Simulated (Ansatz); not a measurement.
# The perfect InSb wire along [110], 8 atoms a period, H-terminated, part 3 of 3

Wanted: the relaxed geometry and the bands of the InSb wire along [110], 8 atoms a period, H-terminated.

Ansatz 0.2.0; DFT PBE, plane waves, PAW; relaxation of a wire's period; PAW set soft_1 (the session's first sound run).

So far, band gap (eV): step 3 (the perfect wire, PBE) 1.00; step 4 (another level of theory, cutoff 500 eV, k-mesh 1×1×13, r2SCAN PBE) 1.23; step 5 (another level of theory, level HSE06, cutoff 420 eV, HSE06 PBE) 1.55; step 6 (two-component spinors, k-mesh 1×1×11, PBE spin-orbit) 0.970.

### 8. Strain along the wire, period over the relaxed period 1.03, k-mesh 1×1×13

This step: DFT PBE, plane waves, PAW; relaxation at a fixed period; PAW set soft_1 (Ansatz 0.2.0).

The period is set to 1.03 times the relaxed one and the atoms relax within it: strain changes bond lengths and angles, which shifts the bands against each other. Against the first PBE run of this kind, the mesh along the wire has 13 points against 17.

The cell differs from the one that the last finished run ended in (c 4.801 → 4.945 Å).

input.yaml reads:

```yaml
crystal:
  lattice:
    - [17.126, 0.0, 0.0]
    - [0.0, 14.395, 0.0]
    - [0.0, 0.0, 4.9451781011]
  atoms:
    - { symbol: Sb, position: [0.355229902, 0.5, 0.0] }
    - { symbol: In, position: [0.445511301, 0.662762146, 0.0] }
    - { symbol: In, position: [0.445511301, 0.337237854, 0.0] }
    - { symbol: Sb, position: [0.73315831, 0.5, 0.0] }
    - { symbol: H, position: [0.799667925, 0.588583394, 0.0] }
    - { symbol: H, position: [0.799667925, 0.411416606, 0.0] }
    - { symbol: H, position: [0.212131325, 0.608001598, 0.5] }
    - { symbol: H, position: [0.212131325, 0.391998402, 0.5] }
    - { symbol: In, position: [0.257704119, 0.5, 0.5] }
    - { symbol: Sb, position: [0.542141318, 0.658049126, 0.5] }
    - { symbol: Sb, position: [0.542141318, 0.341950874, 0.5] }
    - { symbol: H, position: [0.607894763, 0.748257235, 0.5] }
    - { symbol: H, position: [0.607894763, 0.251742765, 0.5] }
    - { symbol: In, position: [0.638317029, 0.5, 0.5] }
    - { symbol: H, position: [0.40236547, 0.772290462, 0.0] }
    - { symbol: H, position: [0.40236547, 0.227709538, 0.0] }
kpoints:
  mp_grid: { grid: [1, 1, 13] }
  band_path: { path: ["Γ", Z], npoints: 90 }
scf:
  occupations: { method: fermi_dirac, width: 0.05 }
hamiltonian:
  xc: pbe
  pseudopotentials: { kind: paw, azcp: { folder: soft_1 } }
relax:
  max_steps: 40
  f_tol: 0.02
output:
  stress: true
```

Command:

```bash
$ ansatz run input.yaml --threads 4 --pin off --max-ram 16384MiB --backend cpu --events-out ev --progress --plain --runs-dir out
```

Numbers of over 12 decimals in the logs are rounded to 6 here.

Log:

```text
Warning: output.stress: scf.convergence.dr2_threshold = 1e-7 eV (the SCF's general default) is looser than the 1.6e-9 eV advised for a printed stress (1e-10 eV for each atom of the cell: 16). What an SCF threshold leaves in a stress goes as its square root, and in the free energy as the threshold itself, and one threshold admits the most on a small cell: [figures from the program's tests cut] Every solve of this run  [...]
[...]
Crystal: 16 atoms, lattice volume = 1219.129 Å³
Basis set: ecut = 420 eV, 23857 PW (Γ), exchange–correlation on 240×200×72 points (8 copies of the dense FFT grid, shifted against one another)
Bands: 76, of which v1, the nominal top of the filled ones, is band 60 counted from 1 (59 counted from 0)
Symmetry: 4 space group operations
[...]
k-points: 7 of 13
[...]
SCF iter   1: F=—  HF=-48456.193721 eV  |F-HF|=—  |Δ(HF+E_count)|=         —  Δρ=2.51e-2  dr2=9.00e0  ethr=3.10e-3  ⟨swp⟩=8.4  Hψ=2603  notcnv=0  defer=5
[...]
SCF iter   8: F=-48453.496906 eV  HF=-48453.496907 eV  |F-HF|=1.03e-6  |Δ(HF+E_count)|=   2.87e-5  Δρ=1.52e-5  dr2=7.41e-6  ethr=8.33e-9  ⟨swp⟩=5.0  Hψ=1861  notcnv=0
SCF 1 converged in 8 iterations: F = -48453.496906 eV  dr2 = 7.41e-6
[...]
relax step   1: F+E_penalty+E_count = -48453.49690636 eV  Δ(F+E_penalty+E_count) = +0.000e0 eV  max|allowed force component| = 2.216e-1 eV/Å  Δτ_max = 0.0000 Å  (8 SCF iters, dr2 threshold 1.00e-5 eV, accepted)
[...]
SCF iter   7: F=-48453.263723 eV  HF=-48453.263722 eV  |F-HF|=4.86e-7  |Δ(HF+E_count)|=   2.46e-6  Δρ=9.65e-6  dr2=1.28e-6  ethr=2.56e-9  ⟨swp⟩=3.7  Hψ=2243  notcnv=0
SCF 2 converged in 7 iterations: F = -48453.263723 eV  dr2 = 1.28e-6
relax step   2: F+E_penalty+E_count = -48453.26372288 eV  Δ(F+E_penalty+E_count) = +2.332e-1 eV  max|allowed force component| = 9.332e-1 eV/Å  Δτ_max = 0.1912 Å  (7 SCF iters, dr2 threshold 3.07e-6 eV, rejected (line search))
SCF iter   1: F=—  HF=-48453.565918 eV  |F-HF|=—  |Δ(HF+E_count)|=         —  Δρ=5.63e-3  dr2=2.78e-1  ethr=2.10e-3  ⟨swp⟩=6.1  Hψ=1624  notcnv=0  defer=20
[...]
SCF iter   9: F=-48453.517051 eV  HF=-48453.517051 eV  |F-HF|=4.61e-9  |Δ(HF+E_count)|=   6.17e-8  Δρ=1.09e-6  dr2=2.57e-8  ethr=8.33e-11  ⟨swp⟩=5.0  Hψ=1709  notcnv=0
SCF 3 converged in 9 iterations: F = -48453.517051 eV  dr2 = 2.57e-8
relax step   3: F+E_penalty+E_count = -48453.51705119 eV  Δ(F+E_penalty+E_count) = -2.014e-2 eV  max|allowed force component| = 7.013e-2 eV/Å  Δτ_max = 0.0727 Å  (9 SCF iters, accepted)
[...]
relax step   4: F+E_penalty+E_count = -48453.51851586 eV  Δ(F+E_penalty+E_count) = -1.465e-3 eV  max|allowed force component| = 2.022e-2 eV/Å  Δτ_max = 0.0101 Å  (6 SCF iters, accepted)
SCF iter   1: F=—  HF=-48453.518780 eV  |F-HF|=—  |Δ(HF+E_count)|=         —  Δρ=1.59e-4  dr2=2.32e-4  ethr=1.90e-6  ⟨swp⟩=3.0  Hψ=949  notcnv=0  defer=61
[...]
SCF iter   5: F=-48453.518675 eV  HF=-48453.518675 eV  |F-HF|=1.31e-8  |Δ(HF+E_count)|=   2.99e-8  Δρ=2.13e-6  dr2=7.70e-8  ethr=8.33e-11  ⟨swp⟩=3.3  Hψ=2113  notcnv=0
SCF 5 converged in 5 iterations: F = -48453.518675 eV  dr2 = 7.70e-8
relax step   5: F+E_penalty+E_count = -48453.51867533 eV  Δ(F+E_penalty+E_count) = -1.595e-4 eV  max|allowed force component| = 3.288e-3 eV/Å  Δτ_max = 0.0055 Å  (5 SCF iters, accepted)
[...]
the band table was solved once a step of the walk had ended and its energy, with any forces and stress, was formed, with the checks that follow a solve (3031 applications of the Hamiltonian). They found nothing against the state; the energy, forces and stress were not computed again (output.eigenvalues in the input reference)
[...]
SCF converged after 5 iterations
Free energy (F): -48453.518675 eV
[...]
Internal energy: -48453.518666 eV  (E = F + TS)
E sigma→0 (E₀):  -48453.518671 eV
Entropy (-TS):   -0.000009 eV (-0.001 meV/atom)
Fermi energy:    -1.755440 eV
[...]
--- Forces (eV/Å), atoms counted from 1 ---
  atom   1  Sb     0.00329151     0.00000000     0.00000000
  atom   2  In     0.00109575     0.00043187     0.00000000
  atom   3  In     0.00109575    -0.00043187     0.00000000
  atom   4  Sb     0.00257383     0.00000000     0.00000000
  atom   5  H     -0.00070092    -0.00017279     0.00000000
  atom   6  H     -0.00070092     0.00017279     0.00000000
  atom   7  H      0.00047301     0.00015801     0.00000000
  atom   8  H      0.00047301    -0.00015801     0.00000000
  atom   9  In    -0.00130053     0.00000000     0.00000000
  atom  10  Sb    -0.00213327    -0.00170009     0.00000000
  atom  11  Sb    -0.00213327     0.00170009     0.00000000
  atom  12  H      0.00069858    -0.00153188     0.00000000
  atom  13  H      0.00069858     0.00153188     0.00000000
  atom  14  In     0.00007541     0.00000000     0.00000000
  atom  15  H     -0.00172749     0.00172747     0.00000000
  atom  16  H     -0.00172749    -0.00172747     0.00000000
  max |Σ_I F_I| component: 5.15e-5 eV/Å
--- Stress (GPa, compression-positive) ---
       -0.013825       0.000000       0.000000
        0.000000       0.005271       0.000000
        0.000000       0.000000      -0.297936
  P = ⅓ Tr σ = -0.1022 GPa (-1.022 kbar)
--- Band table (eV; the first three rows and the last of 7) ---
  k-point 0: bands = [... 56 lower, -3.1737, -3.0165, -2.8711, -2.2774, -1.2614, -0.6076, -0.3924, 0.0190, ... 12 higher]
  k-point 1: bands = [... 56 lower, -3.2400, -3.0350, -2.8687, -2.3319, -1.0632, -0.3946, -0.2097, 0.2238, ... 12 higher]
  k-point 2: bands = [... 56 lower, -3.2799, -3.0856, -2.9820, -2.4143, -0.6075, 0.0599, 0.2094, 0.5833, ... 12 higher]
  k-point 6: bands = [... 56 lower, -3.7179, -3.3749, -3.1592, -3.0240, 0.0062, 0.2439, 0.4356, 0.6952, ... 12 higher]
--- Relaxed structure (5 steps of the walk, 4 accepted, 0 SCFs on fresh bases) ---
  F+E_penalty+E_count = -48453.51867533 eV   max|allowed force component| = 3.288e-3 eV/Å
  atoms:
    - { symbol: Sb, position: [0.355263, 0.5, 0.0] }
    - { symbol: In, position: [0.446927, 0.662113, 0.0] }
    - { symbol: In, position: [0.446927, 0.337887, 0.0] }
    - { symbol: Sb, position: [0.728873, 0.5, 0.0] }
    - { symbol: H, position: [0.795888, 0.588255, 0.0] }
    - { symbol: H, position: [0.795888, 0.411745, 0.0] }
    - { symbol: H, position: [0.216260, 0.608398, 0.5] }
    - { symbol: H, position: [0.216260, 0.391602, 0.5] }
    - { symbol: In, position: [0.261057, 0.5, 0.5] }
    - { symbol: Sb, position: [0.540152, 0.657353, 0.5] }
    - { symbol: Sb, position: [0.540152, 0.342647, 0.5] }
    - { symbol: H, position: [0.606587, 0.746903, 0.5] }
    - { symbol: H, position: [0.606587, 0.253097, 0.5] }
    - { symbol: In, position: [0.637442, 0.5, 0.5] }
    - { symbol: H, position: [0.404784, 0.772325, 0.0] }
    - { symbol: H, position: [0.404784, 0.227675, 0.0] }
```

The job ended after 3.6 min (4 threads of Arm Neoverse V1, shared host; peak memory 4.9 GiB; 14 min of CPU time).

Relaxation path:

| step | energy less that of the first step (eV) | largest force component (eV/Å) |
| --- | --- | --- |
| 1 | 0.0000 | 0.2216 |
| 2 | 0.2332 | 0.9332 |
| 3 | -0.0201 | 0.0701 |
| 4 | -0.0216 | 0.0202 |
| 5 | -0.0218 | 0.0033 |

Relaxation step 2 was tried and not accepted.

The run keeps the 4 symmetry operations that it works with, so distortions that break them were not tested.

The atoms that moved most (Å):

| atom | dx | dy | dz | length |
| --- | --- | --- | --- | --- |
| Sb4 | -0.073 | 0.000 | 0.000 | 0.073 |
| H8 | 0.071 | -0.006 | 0.000 | 0.071 |
| H7 | 0.071 | 0.006 | 0.000 | 0.071 |
| H6 | -0.065 | 0.005 | 0.000 | 0.065 |
| H5 | -0.065 | -0.005 | 0.000 | 0.065 |
| In9 | 0.057 | 0.000 | 0.000 | 0.057 |
| H15 | 0.041 | 0.000 | 0.000 | 0.041 |
| H16 | 0.041 | 0.000 | 0.000 | 0.041 |

Final coordinates:

```xyz
16
Lattice="17.1260 0.0000 0.0000 0.0000 14.3950 0.0000 0.0000 0.0000 4.9452" Properties=species:S:1:pos:R:3
Sb    6.0842    7.1975    0.0000
In    7.6541    9.5311    0.0000
In    7.6541    4.8639    0.0000
Sb   12.4827    7.1975    0.0000
H    13.6304    8.4679    0.0000
H    13.6304    5.9271    0.0000
H     3.7037    8.7579    2.4726
H     3.7037    5.6371    2.4726
In    4.4709    7.1975    2.4726
Sb    9.2507    9.4626    2.4726
Sb    9.2507    4.9324    2.4726
H    10.3884   10.7517    2.4726
H    10.3884    3.6433    2.4726
In   10.9168    7.1975    2.4726
H     6.9323   11.1176    0.0000
H     6.9323    3.2774    0.0000
```

Numbers from this step:

```
band gap : 1.016 eV
```

Electronic bands along the path, in eV, zero at the Fermi level; v1 is the highest filled band, c1 the lowest empty one:

| point | v4 | v3 | v2 | v1 | c1 | c2 | c3 | c4 |
| --- | --- | --- | --- | --- | --- | --- | --- | --- |
| Γ | -1.42 | -1.26 | -1.12 | -0.52 | 0.49 | 1.15 | 1.36 | 1.77 |
| halfway | -1.61 | -1.43 | -1.38 | -0.81 | 1.63 | 2.09 | 2.22 | 2.30 |
| Z | -1.99 | -1.63 | -1.37 | -1.31 | 1.76 | 2.00 | 2.21 | 2.48 |

The gap is 1.02 eV, against 1.00 eV under PBE at the relaxed period.

### 9. Strain along the wire, period over the relaxed period 1.06, k-mesh 1×1×12

The period is set to 1.06 times the relaxed one and the atoms relax within it: strain changes bond lengths and angles, which shifts the bands against each other. Against the first PBE run of this kind, the mesh along the wire has 12 points against 17.

The cell differs from the one that the last finished run ended in (c 4.945 → 5.089 Å).

input.yaml: that of step 8 with these lines changed.

```diff
@@ -4,3 +4,3 @@
     - [0.0, 14.395, 0.0]
-    - [0.0, 0.0, 4.9451781011]
+    - [0.0, 0.0, 5.0892124147]
   atoms:
@@ -23,3 +23,3 @@
 kpoints:
-  mp_grid: { grid: [1, 1, 13] }
+  mp_grid: { grid: [1, 1, 12] }
   band_path: { path: ["Γ", Z], npoints: 90 }
```

Log:

```text
[...]
Crystal: 16 atoms, lattice volume = 1254.637 Å³
Basis set: ecut = 420 eV, 24581 PW (Γ), exchange–correlation on 240×200×72 points (8 copies of the dense FFT grid, shifted against one another)
Bands: 76, of which v1, the nominal top of the filled ones, is band 60 counted from 1 (59 counted from 0)
Symmetry: 4 space group operations
[...]
- { symbol: H, position: [0.221165, 0.391184, 0.5] }
    - { symbol: In, position: [0.265092, 0.5, 0.5] }
    - { symbol: Sb, position: [0.538311, 0.657666, 0.5] }
    - { symbol: Sb, position: [0.538311, 0.342334, 0.5] }
    - { symbol: H, position: [0.605032, 0.746979, 0.5] }
    - { symbol: H, position: [0.605032, 0.253021, 0.5] }
    - { symbol: In, position: [0.635589, 0.5, 0.5] }
    - { symbol: H, position: [0.407499, 0.772742, 0.0] }
    - { symbol: H, position: [0.407499, 0.227258, 0.0] }
[key lines of the parts left out:]
SCF converged after 6 iterations
Free energy (F): -48453.422733 eV
Fermi energy:    -1.928010 eV
P = ⅓ Tr σ = -0.1914 GPa (-1.914 kbar)
```

Elapsed: 3.8 min, on 4 threads; peak memory 5 GiB.

The steps of the relaxation:

| step | energy less that of the first step (eV) | largest force component (eV/Å) |
| --- | --- | --- |
| 1 | 0.0000 | 0.3963 |
| 2 | 0.1383 | 0.9340 |
| 3 | -0.0701 | 0.0827 |
| 4 | -0.0766 | 0.0471 |
| 5 | -0.0781 | 0.0200 |
| 6 | -0.0781 | 0.0185 |

Relaxation step 2 was tried and not accepted.

Forces are held to the 4 operations that the run works with; a distortion that breaks them can't arise in this run.

The atoms that moved most (Å):

| atom | dx | dy | dz | length |
| --- | --- | --- | --- | --- |
| Sb4 | -0.162 | 0.000 | 0.000 | 0.162 |
| H8 | 0.155 | -0.012 | 0.000 | 0.155 |
| H7 | 0.155 | 0.012 | 0.000 | 0.155 |
| H6 | -0.146 | 0.010 | 0.000 | 0.146 |
| H5 | -0.146 | -0.010 | 0.000 | 0.146 |
| In9 | 0.127 | 0.000 | 0.000 | 0.127 |
| H15 | 0.088 | 0.007 | 0.000 | 0.088 |
| H16 | 0.088 | -0.007 | 0.000 | 0.088 |

The relaxed structure:

```xyz
16
Lattice="17.1260 0.0000 0.0000 0.0000 14.3950 0.0000 0.0000 0.0000 5.0892" Properties=species:S:1:pos:R:3
Sb    6.0992    7.1975    0.0000
In    7.6809    9.5270    0.0000
In    7.6809    4.8680    0.0000
Sb   12.3940    7.1975    0.0000
H    13.5495    8.4629    0.0000
H    13.5495    5.9321    0.0000
H     3.7877    8.7639    2.5446
H     3.7877    5.6311    2.5446
In    4.5400    7.1975    2.5446
Sb    9.2191    9.4671    2.5446
Sb    9.2191    4.9279    2.5446
H    10.3618   10.7528    2.5446
H    10.3618    3.6422    2.5446
In   10.8851    7.1975    2.5446
H     6.9788   11.1236    0.0000
H     6.9788    3.2714    0.0000
```

This step gave:

* band gap: 1.040 eV

The gap is 1.04 eV, against 1.00 eV under PBE at the relaxed period.

### 10. Summary of results

| Property | Result |
| --- | --- |
| cell length, PBE | 4.801 Å |
| gap, PBE | 1.00 eV |
| gap, r2SCAN | 1.23 eV |
| gap, HSE06 | 1.55 eV |
| gap, with spin-orbit coupling | 0.970 eV |
| gap, period scaled by 1.03 | 1.02 eV |
| gap, period scaled by 1.06 | 1.04 eV |

What this shows: Under PBE the cell's length is 4.80 Å, and a gap of 1.00 eV makes it a semiconductor. At the relaxed period the wire is gapped under every functional, from 1.00 eV (PBE) to 1.55 eV (HSE06). Weak screening in one dimension makes quasiparticle gaps larger than the semilocal gaps, as a rule. Spin-orbit coupling changes the gap from 1.00 to 0.97 eV. Plain hydrogen on a compound's surface is a simple closure: it may leave surface states, and facets that end in unlike atoms put a field across the wire, both of which shrink the gap. A hybrid's gap is read on a coarse mesh, without a band path.

[Logs are printed without paths, hosts, clocks, repeated set-up lines and the standing remarks that a program may print on its own settings, such as how far it seeks lower states.]

[Hosts, paths, dates, database ids (printed as entryN), source tags and the programs' standing remarks are cut or masked in the printed files.]
